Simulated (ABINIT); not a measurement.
AlN (P6_3mc): refractive index against wavelength

The refractive index of AlN (P6_3mc) along x below the direct gap (4.26 eV on the mesh) is read from one computed spectrum, n = √(Re ε). x, y and z are the Cartesian axes of the input cell.

Cell: a, b, c = 3.113, 3.113, 4.981 Å (primitive vectors), 4 atoms.

Method: ABINIT 10.8.3, LDA, independent particles, k-mesh 12×12×7, Lorentzian half width 0.04 eV.

Launch of the response step: `optic optic.abi`. The run took 93 s, its band step included, on 4 threads of Intel(R) Xeon(R) Processor @ 2.70GHz, with other jobs on the host.

```tsv
wavelength (nm)	photon energy E (eV)	n
1064	1.165	2.1483
850	1.459	2.1578
700	1.771	2.1707
633	1.959	2.1800
532	2.331	2.2019
450	2.755	?
405	3.061	2.2625
```

In the single-oscillator model n² − 1 = E₀E_d/(E₀² − E²), so 1/(n² − 1) = E₀/E_d − E²/(E₀E_d) is linear in E².

Working, on the rows shown:

| x = E² (eV²) | y = 1/(n² − 1) |
| --- | --- |
| 1.35784 | 0.27661 |
| 2.12762 | 0.273515 |
| 3.13716 | 0.269401 |
| 3.83641 | 0.266496 |
| 5.43137 | 0.259851 |
| 9.37179 | 0.242783 |

Means: x̄ = 4.2104, ȳ = 0.26478. Σ(x − x̄)(y − ȳ) = -0.1771, Σ(x − x̄)² = 41.9. Slope = -0.1771 / 41.9 = -0.004227; intercept = ȳ − slope · x̄ = 0.28257. Turned back into n, the line misses the rows shown by at most 0.00079.

Q: What does the fit predict for the withheld row, and how well does it do?

A: At x = 7.5912 the line gives y = 0.25049, that is 2.2343. The run gave 2.2338, so the interpolation is off by 0.00053, 0.5 % of the range in the table.

Refitted with all rows, the slope is -0.004219 and the intercept 0.28255. These give E₀ = √(intercept/−slope) = 8.18 eV and E_d = E₀/intercept = 29.0 eV; E₀ is 1.9 times the direct gap. The electronic limit at long wavelengths, without lattice vibrations, is n = √(1 + 1/intercept) = 2.131. The cell comes from an older database entry, whose edges can be off by a per cent or so. Excitons are left out and so are local fields; LDA gaps are as a rule too small. The values come from a sum over the points of one k-mesh and carry its error, which grows as the direct gap shrinks.

[Logs are printed without paths, hosts, clocks, repeated set-up lines and the standing remarks that a program may print on its own settings, such as how far it seeks lower states.]
